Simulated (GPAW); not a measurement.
Consider BaLiF3 (Pm-3m).

```
Ba F Li
1.0
     3.98858    0.00000    0.00000
     0.00000    3.98858    0.00000
     0.00000    0.00000    3.98858
Ba F Li
1 3 1
Direct
  0.00000 0.00000 0.00000
  0.50000 0.00000 0.50000
  0.50000 0.50000 0.00000
  0.00000 0.50000 0.50000
  0.50000 0.50000 0.50000
```

Absorber: atom 2, with 2 Li at 1.99 Å (linear, site symmetry 4/mmm). Method: GPAW, LDA, full core hole (charged cell), 20-atom cell with 6.9 Å between holes, 4×4×4 k points, dipole transitions, Gaussian full width 0.9 eV up to 4 eV, rising linearly to 3.5 eV at 25 eV.

Question: Where do the maxima of the F K edge fall?

Main maxima up to 24 eV above the zero (height): 2.3 eV (2.34), 3.4 eV (2.07), 7.5 eV (2.84) and 13.3 eV (0.90). A K edge sees empty p states on the absorber. The total-energy difference plus the lowest empty eigenvalue puts the zero at 690.75 eV. One term is added: -9.89 eV, since the hole is spin-paired here and a spin-polarised one costs that much less in the free atom (computed apart). The photon energy is then 680.86 eV. The functional and the charged cell's background leave an error in such absolute values: in the free atom LDA prices this hole 4.7 eV below PBE (computed apart), and PBE is itself good to a few eV.

The F K spectrum (energy from the lowest empty level; intensity scaled to a mean of 1 over the first 20 eV):

```csv
E (eV),intensity
-2.0,0.00
-1.5,0.00
-1.0,0.00
-0.5,0.00
0.0,0.03
0.5,0.18
1.0,0.66
1.5,1.41
2.0,2.17
2.5,2.27
3.0,1.99
3.5,2.03
4.0,1.17
4.5,0.42
5.0,0.34
5.5,0.44
6.0,0.73
6.5,1.45
7.0,2.40
7.5,2.84
8.0,2.32
8.5,1.54
9.0,1.06
9.5,0.88
10.0,0.87
10.5,0.85
11.0,0.79
11.5,0.73
12.0,0.75
12.5,0.82
13.0,0.89
13.5,0.90
14.0,0.86
14.5,0.80
15.0,0.74
15.5,0.67
16.0,0.61
16.5,0.55
17.0,0.49
17.5,0.44
18.0,0.40
18.5,0.38
19.0,0.38
19.5,0.40
20.0,0.45
20.5,0.50
21.0,0.56
21.5,0.63
22.0,0.69
22.5,0.76
23.0,0.82
23.5,0.89
24.0,0.95
24.5,1.01
25.0,1.07
25.5,1.14
26.0,1.21
26.5,1.29
27.0,1.36
27.5,1.41
28.0,1.43
28.5,1.42
29.0,1.37
29.5,1.30
30.0,1.22
```

The mesh is coarse (0.28 Å⁻¹ between points), so small maxima may be mesh ripples. The structure is a computed Materials Project entry and may be a hypothetical form.

[Banner, clock and machine lines of the logs are left out without a mark of their own.]

[Logs are printed without paths, hosts, clocks, repeated set-up lines and the standing remarks that a program may print on its own settings, such as how far it seeks lower states.]

[Hosts, paths, dates, database ids (printed as entryN), source tags and the programs' standing remarks are cut or masked in the printed files.]

[Lists of maxima count a maximum above −3 eV only where it reaches 4 % of the highest in the window and stands out from its surroundings by 2 % of it (1.5 % where it reaches 55 %); shoulders and weaker maxima are passed over, and of the rest the first, up to two pre-edge ones and the few strongest are named.]
